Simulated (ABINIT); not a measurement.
# Cl (Cmce): Bethe-Salpeter spectra with ABINIT

Wanted: excitons and ε₂ of Cl (Cmce), with cost.

Main program and level: ABINIT 10.8.3; PBE and many-body steps on it, plane waves.

## 1. The starting structure

The structure is orthorhombic, space group Cmce (No. 64). Conventional cell: a = 6.290 Å, b = 4.500 Å, c = 8.210 Å, α = 90.00°, β = 90.00°, γ = 90.00°. Cl has 1 Cl at 2.02 Å nearest.

The cell and positions come from the Crystallography Open Database and are kept as given unless a step says otherwise.

## 2. Empty states on the mesh, 4×4×2 mesh, 183 bands

This step: ABINIT 10.8.3; DFT, PBE, plane waves, norm-conserving pseudopotentials.

The sums over transitions need many empty states on a uniform mesh; this step solves for them.

run.abi reads:

```
acell 3*1.0 Angstrom
rprim 
  3.145000000000 -2.250000000000 0.000000000000
  3.145000000000 2.250000000000 0.000000000000
  0.000000000000 0.000000000000 8.210000000000
ntypat 1
znucl 17
natom 4
typat 1 1 1 1
xred 
  0.870000000000 0.130000000000 0.100000000000
  0.630000000000 0.370000000000 0.600000000000
  0.130000000000 0.870000000000 0.900000000000
  0.370000000000 0.630000000000 0.400000000000
pp_dirpath "pseudos"
pseudos "Cl.upf"
ecut 25
ngkpt 4 4 2
nshiftk 1
shiftk 0 0 0
kptopt 1
chksymbreak 0
irdden 1
istwfk *1
nband 183
prtvol 0
optdriver 6
gwr_task "HDIAGO"
paral_kgb 0
occopt 1
indata_prefix "in"
outdata_prefix "out"
tmpdata_prefix "tmp"
```

Command:

```bash
$ OMP_NUM_THREADS=1 mpirun -n 4 abinit run.abi > log
```

The log of the run:

```text
.Version 10.8.3 of ABINIT. v10.8.2 released Aug 2026.

 Symmetries : space group Cm c a (# 64); Bravais oC (1-face-center ortho.)
[... echo of the input left out ...]
== DATASET  1 ==================================================================
-   mpi_nproc: 4, omp_nthreads: 1 (-1 if OMP is not activated)

--- !DatasetInfo
iteration_state: {dtset: 1, }
dimensions: {natom: 4, nkpt: 14, mband: 183, nsppol: 1, nspinor: 1, nspden: 1, mpw: 4726, }
cutoff_energies: {ecut:  25.0, pawecutdg:  -1.0, }
[...]
Indirect band gap semiconductor
 Fundamental gap:     2.469 (eV)
   VBM:    -0.824 (eV) at k: [ 5.0000E-01,  5.0000E-01,  0.0000E+00]
   CBM:     1.645 (eV) at k: [ 0.0000E+00,  0.0000E+00,  0.0000E+00]
 Direct gap:         2.525 (eV) at k: [ 0.0000E+00,  0.0000E+00,  0.0000E+00]

== END DATASET(S) ==============================================================
================================================================================

 -outvars: echo values of variables after computation  --------
           etotal      0.0000000000E+00
            nband         183
             nkpt          14
          spgroup          64
 [... the other variables as echoed above ...]

 Calculation completed.
```

The job ended after 4.4 min (4 MPI ranks of Arm Neoverse V1, shared host; peak memory 4.9 GiB).

Numbers from this step:

```
gap                                                           : 2.469 eV
k of the valence top                                          : 0.5, 0.5, 0
k of the conduction bottom                                    : 0, 0, 0
least direct gap                                              : 2.525 eV
k points computed                                             : 14
lowest point of the top converged band, above the valence top : 67.9267 eV
```

On this mesh the gap is 2.469 eV.

The density comes from a self-consistent run that is not shown.

## 3. Screening, 4×4×2 mesh, 175 bands, screening to 119.7 eV

The RPA dielectric matrix is built and inverted for each q.

This step: RPA screening on PBE, plane waves, norm-conserving pseudopotentials.

run.abi: that of step 2 with these lines changed.

```diff
@@ -22,10 +22,11 @@
 chksymbreak 0
-irdden 1
 istwfk *1
-nband 183
-prtvol 0
-optdriver 6
-gwr_task "HDIAGO"
-paral_kgb 0
 occopt 1
+irdwfk 1
+optdriver 3
+nband 175
+ecuteps 4.4
+inclvkb 2
+awtr 1
+symchi 1
 indata_prefix "in"
```

The log of the run:

```text
.Version 10.8.3 of ABINIT. v10.8.2 released Aug 2026.

 Symmetries : space group Cm c a (# 64); Bravais oC (1-face-center ortho.)
[... echo of the input left out ...]
== DATASET  1 ==================================================================
-   mpi_nproc: 4, omp_nthreads: 1 (-1 if OMP is not activated)

--- !DatasetInfo
iteration_state: {dtset: 1, }
dimensions: {natom: 4, nkpt: 14, mband: 175, nsppol: 1, nspinor: 1, nspden: 1, mpw: 4726, }
cutoff_energies: {ecut:  25.0, pawecutdg:  -1.0, }
[...]
--------------------------------------------------------------------------------
[... chi0 elements left out ...]
 For q-point:  0.000010 0.000020 0.000030
  dielectric constant =   2.8168
  dielectric constant without local fields =   3.4609

  Average fulfillment of the sum rule on Im[epsilon] for q-point    1 :     75.56  [%]
[... wings left out ...]
  q-point number  2        q = ( 0.250000, 0.000000, 0.000000) [r.l.u.]
--------------------------------------------------------------------------------
[... chi0 elements left out ...]
  Average fulfillment of the sum rule on Im[epsilon] for q-point    2 :     78.47  [%]

 [... 12 further q-points ...]
```

Run time: 2.5 min. Hardware: 4 MPI ranks; peak memory 1.9 GiB; 9.9 min of CPU time.

Numbers from this step:

```yaml
eps_infinity_with_local_fields_on_this_mesh_along_the_program_s_q_direction: 2.817
the_same_without_local_fields: 3.461
plasma_frequency: 18.23 eV
plane_waves_in_the_screening_matrix: 335
```

Local fields lower ε∞ by 19 %. On a Γ-centred mesh this coarse the value itself is usually too large, while a short band sum pulls it down.

## 4. Self-energy, 4×4×2 mesh, 175 bands, screening to 119.7 eV

The self-energy is evaluated for the states that the input lists, and the levels follow from it, in one-shot runs by the linearised quasiparticle equation.

This step: G0W0 on PBE, plane waves, norm-conserving pseudopotentials.

run.abi: that of step 3 with these lines changed.

```diff
@@ -25,8 +25,17 @@
 irdwfk 1
-optdriver 3
+optdriver 4
 nband 175
+gwcalctyp 0
+ecutsigx 25
+symsigma 1
+nkptgw 2
+kptgw 
+  0.5000000000 0.5000000000 0.0000000000
+  0.0000000000 0.0000000000 0.0000000000
+bdgw 
+  13 16
+  13 16
 ecuteps 4.4
-inclvkb 2
-awtr 1
-symchi 1
+irdscr 1
+ppmodel 1
 indata_prefix "in"
```

The log of the run:

```text
.Version 10.8.3 of ABINIT. v10.8.2 released Aug 2026.

 Symmetries : space group Cm c a (# 64); Bravais oC (1-face-center ortho.)
[... echo of the input left out ...]
== DATASET  1 ==================================================================
-   mpi_nproc: 4, omp_nthreads: 1 (-1 if OMP is not activated)

--- !DatasetInfo
iteration_state: {dtset: 1, }
dimensions: {natom: 4, nkpt: 14, mband: 175, nsppol: 1, nspinor: 1, nspden: 1, mpw: 4726, }
cutoff_energies: {ecut:  25.0, pawecutdg:  -1.0, }
[...]
Band     E0 <VxcDFT>   SigX SigC(E0)      Z dSigC/dE  Sig(E)    E-E0       E
[...]
15   1.645 -13.980  -8.981  -3.024   0.795  -0.258 -12.410   1.570   3.215
       16   2.208 -14.626  -9.222  -3.210   0.787  -0.270 -12.899   1.728   3.935

== END DATASET(S) ==============================================================
================================================================================

 -outvars: echo values of variables after computation  --------
           etotal      0.0000000000E+00
            nband         175
             nkpt          14
          spgroup          64
 [... the other variables as echoed above ...]

 Calculation completed.
```

Wall time 29 s (4 MPI ranks); peak memory 1.9 GiB.

Numbers from this step:

```
G0W0 gap on the points computed              : 5.596 eV
starting gap on the mesh                     : 2.469 eV
k of the valence top                         : 0.5, 0.5, 0
k of the conduction bottom                   : 0, 0, 0
least direct G0W0 gap on the computed points : 5.647 eV
```

The gap on the mesh goes from 2.47 eV to 5.60 eV, a correction of +3.13 eV.

The gap opens by 3.127 eV; the next steps shift the empty bands rigidly by 3.127 eV.

## 5. Excitons

Optical absorption needs the electron-hole interaction, solved here in a basis of vertical transitions on the mesh.

This step: Bethe-Salpeter equation on PBE with a scissors shift, plane waves, norm-conserving pseudopotentials.

run.abi: that of step 4 with these lines changed.

```diff
@@ -25,17 +25,17 @@
 irdwfk 1
-optdriver 4
-nband 175
-gwcalctyp 0
-ecutsigx 25
-symsigma 1
-nkptgw 2
-kptgw 
-  0.5000000000 0.5000000000 0.0000000000
-  0.0000000000 0.0000000000 0.0000000000
-bdgw 
-  13 16
-  13 16
-ecuteps 4.4
+optdriver 99
+bs_calctype 1
+mbpt_sciss 3.127 eV
+bs_loband 5
+nband 18
+bs_exchange_term 1
+bs_coulomb_term 11
+bs_coupling 0
+bs_algorithm 1
+bs_freq_mesh 0 12 0.1 eV
+zcut 0.15 eV
+ecuteps 4
+ecutwfn 12.5
+inclvkb 2
 irdscr 1
-ppmodel 1
 indata_prefix "in"
```

The log of the run:

```text
.Version 10.8.3 of ABINIT. v10.8.2 released Aug 2026.

 Symmetries : space group Cm c a (# 64); Bravais oC (1-face-center ortho.)
[... echo of the input left out ...]
== DATASET  1 ==================================================================
-   mpi_nproc: 4, omp_nthreads: 1 (-1 if OMP is not activated)

--- !DatasetInfo
iteration_state: {dtset: 1, }
dimensions: {natom: 4, nkpt: 14, mband: 18, nsppol: 1, nspinor: 1, nspden: 1, mpw: 1671, }
cutoff_energies: {ecut:  12.5, pawecutdg:  -1.0, }
electrons: {nelect:   2.80000000E+01, charge:   0.00000000E+00, occopt:   1.00000000E+00, tsmear:   1.00000000E-02, }

 Exciton: Calculation of dielectric properties by solving the Bethe-Salpeter equation
 in frequency domain and reciprocal space on a transitions basis set.
 Based on a program developed by L. Reining, V. Olevano, F. Sottile,
 S. Albrecht, and G. Onida. Incorporated in ABINIT by M. Giantomassi.

.Using double precision arithmetic ; gwpc =  8

[... cell and pseudopotentials left out ...]
--------------------------------------------------------------------------------

 ==== K-mesh for the wavefunctions ====
 Number of points in the irreducible wedge :    14
[... list of points left out ...]
 Together with  8 symmetry operations and time-reversal symmetry
 yields    32 points in the full Brillouin Zone.

 ==== Q-mesh for the screening function ====
 Number of points in the irreducible wedge :    14
[... list of points left out ...]
 Together with  8 symmetry operations and time-reversal symmetry
 yields    32 points in the full Brillouin Zone.

 vcoul_init : cutoff-mode = AUXILIARY_FUNCTION
 q-points for optical limit:   1
     1)      0.000010    0.000020    0.000030
 setmesh: FFT mesh size selected  =    20x   20x   40
          total number of points  =        16000

 ==== Fundamental parameters for the solution of the Bethe-Salpeter equation: ====
 Algorithm: Direct diagonalization.
 Dimension of the v, W matrices,  npweps  = 299
 Cutoff for the wavefunctions,    npwwfn  = 1671
 Number of k-points in the IBZ,   nkibz   = 14
 Highest empty band included,     nband   = 18
 === Spin UP ===
 Number of resonant transitions          1280
 Lowest occupied state                   5
 Highest occupied state                  14
 Lowest unoccupied state                 15
 Highest unoccupied state                18
 Minimum frequency [eV]           Emin    =   0.00
 Maximum frequency [eV]           Emax    =  12.00
 Frequency step [eV]              dE      =   0.10
 Lorentzian broadening [eV]       eta     =   0.15
 RPA L0 with KS energies and KS wavefunctions
 Scissors operator energy [eV] =          3.13
 Local fields effects (v term) included
 Excitonic effects (W term) included
 Full W_GG' included
 W is read from an external SCR file
 Resonant-only calculation (Hermitian case)

 Calculating epsilon_Macro(q-->0,w), along the following directions:
 q = (  1.100729  0.000000  0.000000) [r.l.u.]
 q = (  0.000000  1.100729  0.000000) [r.l.u.]
 q = (  0.000000  0.000000  2.469233) [r.l.u.]
 q = (  0.945888  0.945888  0.000000) [r.l.u.]
 q = ( -0.676708  0.676708  0.000000) [r.l.u.]
 q = (  0.000000  0.000000  2.469233) [r.l.u.]
 Number of electrons calculated from density =   27.9938; Expected =   28.0000
 average of density, n =  0.035702
 r_s =    1.8840
 omega_plasma =   18.2264 [eV]

. Writing resonant excitonic Hamiltonian on file out_BSR; file size=   0.01 [Gb].
 Direct diagonalization of the resonant excitonic Hamiltonian, Matrix size= 1280
. Using LAPACK sequential version.
 Excitonic eigenvalues in eV up to n=   32
   3.37564   3.38465   3.55199   3.64268   4.65914   4.69354   4.73963   4.74422
   4.75261   4.78830   4.79731   4.82655   4.83528   4.84070   4.85816   4.88268
   4.89056   4.89701   4.91541   4.91654   4.93559   4.94769   4.95127   4.95186
   4.95841   4.96278   4.96488   4.97707   4.97790   4.98257   4.99528   4.99944

 First excitonic eigenvalue=    3.38 [eV]
 Last  excitonic eigenvalue=   16.94 [eV]

 GW  direct gap       5.65  0.00 [eV]
 EXC direct gap       3.38  0.00 [eV]
 EXC binding energy   2.28  0.00 [eV]

 Excitonic eigenvalues up to the GW energy gap [eV]
  1 (  3.38  0.00)
  2 (  3.38  0.00)
  3 (  3.55  0.00)
  4 (  3.64  0.00)
  5 (  4.66  0.00)
  6 (  4.69  0.00)
[...]
218 (  5.64  0.00)
219 (  5.64  0.00)
220 (  5.65  0.00)

 Macroscopic dielectric function:
 omega [eV] <KS_RPA_nlf>  <GW_RPA_nlf>  <BSE>
   0.0000   2.8187   0.0000   2.1146   0.0000   2.2159   0.0000
   0.1000   2.8198   0.0033   2.1148   0.0005   2.2161   0.0008
   0.2000   2.8230   0.0066   2.1153   0.0010   2.2169   0.0016
   0.3000   2.8285   0.0099   2.1162   0.0015   2.2183   0.0025
   0.4000   2.8362   0.0134   2.1173   0.0020   2.2202   0.0033
   0.5000   2.8463   0.0171   2.1188   0.0025   2.2227   0.0042
   0.6000   2.8588   0.0210   2.1207   0.0031   2.2257   0.0050
   0.7000   2.8741   0.0252   2.1229   0.0036   2.2294   0.0059
   0.8000   2.8921   0.0297   2.1255   0.0041   2.2336   0.0068
   0.9000   2.9133   0.0347   2.1284   0.0047   2.2384   0.0078

 Writing KS-RPA macroscopic dielectric function without local fields to file: out_RPA_NLF_MDF
 Writing GW-RPA macroscopic dielectric function without local fields to file: out_GW_NLF_MDF
 Writing EXC Macroscopic dielectric function to file: out_EXC_MDF

== END DATASET(S) ==============================================================
================================================================================

 -outvars: echo values of variables after computation  --------
           etotal      0.0000000000E+00
            nband          18
             nkpt          14
          spgroup          64
 [... the other variables as echoed above ...]

 Calculation completed.
```

The job ended after 54 s (4 MPI ranks; peak memory 0.65 GiB; 3.6 min of CPU time).

This step gave:

```yaml
direct_gap_of_the_transition_levels: 5.652 eV
transitions_in_the_window: 1280
first_strong_exciton_over_a_fiftieth_of_the_strongest_listed: 4.659 eV
lowest_state: 3.376 eV
binding_of_the_lowest_state_below_the_direct_gap: 2.276 eV
coulomb_term_of_one_mesh_cell: 0.9371 eV
```

The lowest state lies at 3.376 eV, 2.276 eV under the direct gap.

Lines within 3 meV are set at the lowest of them, and the highest group, which the list may cut short, is left out. Exciton lines, with heights relative to the strongest:

```csv
position (eV),"oscillator strength, relative"
3.376,0.2
3.385,0.1
3.552,0.0
3.643,0.1
4.659,4.0
4.694,0.1
4.740,0.3
4.744,0.2
4.753,0.3
4.788,1.2
4.797,2.1
4.827,100
4.835,14
4.841,33
4.858,55
```

The ε₂ has structure finer than the step of the table below, so its rows give means over 0.5 eV, whole bins alone (the curve runs from 0 to 11.9 eV). Peaks (eV: height): BSE 4.90: 4.76, 7.20: 1.44; no electron-hole interaction 6.00: 3.87, 8.70: 1.44, 10.80: 7.49; Kohn-Sham, no shift 2.90: 3.77, 5.30: 1.46, 7.70: 7.58, 10.40: 1.67.

Mean over the three Cartesian directions of q; broadening 0.15 eV; transition window only. Limits: finite bands, cutoff and mesh; coarse k mesh. Table of ε₂ by photon energy; means over each step:

```csv
photon energy (eV),BSE,no electron-hole interaction,"Kohn-Sham, no shift"
0.5,0.00403,0.00242,0.0166
1.0,0.00851,0.00502,0.0393
1.5,0.0140,0.00795,0.0818
2.0,0.0214,0.0115,0.208
2.5,0.0328,0.0160,1.27
3.0,0.0534,0.0222,3.43
3.5,0.0982,0.0317,1.71
4.0,0.224,0.0476,0.355
4.5,1.28,0.0795,0.242
5.0,3.92,0.167,0.783
5.5,1.75,0.719,1.40
6.0,0.379,3.24,1.05
6.5,0.233,2.33,0.529
7.0,0.892,0.512,1.34
7.5,0.992,0.233,4.73
8.0,0.653,0.551,3.77
8.5,0.334,1.37,1.44
9.0,0.421,1.19,1.38
9.5,0.485,0.615,1.37
10.0,0.763,0.930,0.889
10.5,1.52,3.53,1.40
11.0,1.99,4.96,1.14
11.5,2.63,1.69,0.858
```

## 6. Triplet (no exchange term)

run.abi: that of step 5 with these lines changed.

```diff
@@ -28,5 +28,5 @@
 mbpt_sciss 3.127 eV
-bs_loband 5
-nband 18
-bs_exchange_term 1
+bs_loband 7
+nband 16
+bs_exchange_term 0
 bs_coulomb_term 11
@@ -34,3 +34,3 @@
 bs_algorithm 1
-bs_freq_mesh 0 12 0.1 eV
+bs_freq_mesh 0 10 0.1 eV
 zcut 0.15 eV
```

The log of the run:

```text
.Version 10.8.3 of ABINIT. v10.8.2 released Aug 2026.

 Symmetries : space group Cm c a (# 64); Bravais oC (1-face-center ortho.)
[... echo of the input left out ...]
== DATASET  1 ==================================================================
-   mpi_nproc: 4, omp_nthreads: 1 (-1 if OMP is not activated)

--- !DatasetInfo
iteration_state: {dtset: 1, }
dimensions: {natom: 4, nkpt: 14, mband: 16, nsppol: 1, nspinor: 1, nspden: 1, mpw: 1671, }
cutoff_energies: {ecut:  12.5, pawecutdg:  -1.0, }
electrons: {nelect:   2.80000000E+01, charge:   0.00000000E+00, occopt:   1.00000000E+00, tsmear:   1.00000000E-02, }

 Exciton: Calculation of dielectric properties by solving the Bethe-Salpeter equation
 in frequency domain and reciprocal space on a transitions basis set.
 Based on a program developed by L. Reining, V. Olevano, F. Sottile,
 S. Albrecht, and G. Onida. Incorporated in ABINIT by M. Giantomassi.

.Using double precision arithmetic ; gwpc =  8

[... cell and pseudopotentials left out ...]
--------------------------------------------------------------------------------

 ==== K-mesh for the wavefunctions ====
 Number of points in the irreducible wedge :    14
[... list of points left out ...]
 Together with  8 symmetry operations and time-reversal symmetry
 yields    32 points in the full Brillouin Zone.

 ==== Q-mesh for the screening function ====
 Number of points in the irreducible wedge :    14
[... list of points left out ...]
 Together with  8 symmetry operations and time-reversal symmetry
 yields    32 points in the full Brillouin Zone.

 vcoul_init : cutoff-mode = AUXILIARY_FUNCTION
 q-points for optical limit:   1
     1)      0.000010    0.000020    0.000030
 setmesh: FFT mesh size selected  =    20x   20x   40
[...]
average of density, n =  0.035702
 r_s =    1.8840
 omega_plasma =   18.2264 [eV]

. Writing resonant excitonic Hamiltonian on file out_BSR; file size=   0.00 [Gb].
 Direct diagonalization of the resonant excitonic Hamiltonian, Matrix size= 512
. Using LAPACK sequential version.
 Excitonic eigenvalues in eV up to n=   32
   2.59653   2.60947   2.80671   2.83026   4.64308   4.65904   4.67828   4.68514
   4.71979   4.75641   4.75934   4.77036   4.78915   4.79502   4.80031   4.81981
   4.82873   4.84717   4.85761   4.86418   4.89397   4.89884   4.91283   4.92642
   4.94636   4.94836   4.95342   4.96033   4.96463   4.96930   4.98301   4.98558

 First excitonic eigenvalue=    2.60 [eV]
 Last  excitonic eigenvalue=    8.89 [eV]

 GW  direct gap       5.65  0.00 [eV]
 EXC direct gap       2.60  0.00 [eV]
 EXC binding energy   3.06  0.00 [eV]

 Excitonic eigenvalues up to the GW energy gap [eV]
  1 (  2.60  0.00)
  2 (  2.61  0.00)
  3 (  2.81  0.00)
[...]
223 (  5.64  0.00)
224 (  5.65  0.00)

 Macroscopic dielectric function:
 omega [eV] <KS_RPA_nlf>  <GW_RPA_nlf>  <BSE>
   0.0000   2.0343   0.0000   1.5416   0.0000   1.6754   0.0000
   0.1000   2.0352   0.0029   1.5418   0.0004   1.6757   0.0007
   0.2000   2.0381   0.0059   1.5421   0.0007   1.6764   0.0015
[...]
0.8000   2.1004   0.0269   1.5497   0.0031   1.6914   0.0062
   0.9000   2.1196   0.0315   1.5519   0.0035   1.6958   0.0070

 Writing KS-RPA macroscopic dielectric function without local fields to file: out_RPA_NLF_MDF
 Writing GW-RPA macroscopic dielectric function without local fields to file: out_GW_NLF_MDF
 Writing EXC Macroscopic dielectric function to file: out_EXC_MDF

== END DATASET(S) ==============================================================
================================================================================

 -outvars: echo values of variables after computation  --------
           etotal      0.0000000000E+00
            nband          16
             nkpt          14
          spgroup          64
 [... the other variables as echoed above ...]

 Calculation completed.
```

It took 11 s on 4 MPI ranks; peak memory 0.56 GiB.

The lowest triplet lies at 2.597 eV; without spin-orbit coupling triplets are dark, so no spectrum is read.

[end of part 1 of 3]

[Paths, hosts, dates, memory and timing lines, banners, echoed tables and standing remarks are left out of the program output.]

[Logs are printed without paths, hosts, clocks, repeated set-up lines and the standing remarks that a program may print on its own settings, such as how far it seeks lower states.]

[Runs of the session that timed out or met a known fault of the program may be left out.]

[Hosts, paths, dates, database ids (printed as entryN), source tags and the programs' standing remarks are cut or masked in the printed files.]

[G0W0 gaps are taken among the corrected bands and points alone; a level outside them can change the order at an edge.]

[Where Ansatz stands beside ABINIT at settings called matched, ABINIT's density can come from a denser mesh and the files from another edition; pairs whose starting gaps differed by over 0.03 eV were left out, so agreement reads better than it is.]
